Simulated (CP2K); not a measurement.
Two runs for the Cl L₂,₃ edge of 2-chlorooxazole. Run A: CP2K XAS_TDP, all-electron GAPW, PBEh(45%), aug-pc-1, TDA, ZORA, spin–orbit coupling. Run B has a fault in its input.

First lines with a strength over 0.0003. A:

| atom | energy (eV) | states | strength, one atom |
| --- | --- | --- | --- |
| Cl1 (bonded to C) | 199.66 | 2 | 0.0083 |
|  | 201.13 | 2 | 0.0010 |
|  | 201.18 | 3 | 0.0047 |
|  | 201.32 | 2 | 0.0011 |
|  | 202.46 | 2 | 0.0006 |

B:

| atom | energy (eV) | states | strength, one atom |
| --- | --- | --- | --- |
| Cl1 (bonded to C) | 200.20 | 2 | 0.0057 |
|  | 200.59 | 1 | 0.0005 |
|  | 201.67 | 2 | 0.0041 |
|  | 202.32 | 1 | 0.0012 |
|  | 212.34 | 1 | 0.0003 |

What went wrong in run B?

The basis is far too small (basis from aug-pc-1 to pc-0). The lowest line over the strength cut lies at 200.20 eV, against 199.66 eV (PBEh(45%), aug-pc-1). Another fault could leave a like mark.

[Hosts, paths, dates, database ids (printed as entryN), source tags and the programs' standing remarks are cut or masked in the printed files.]
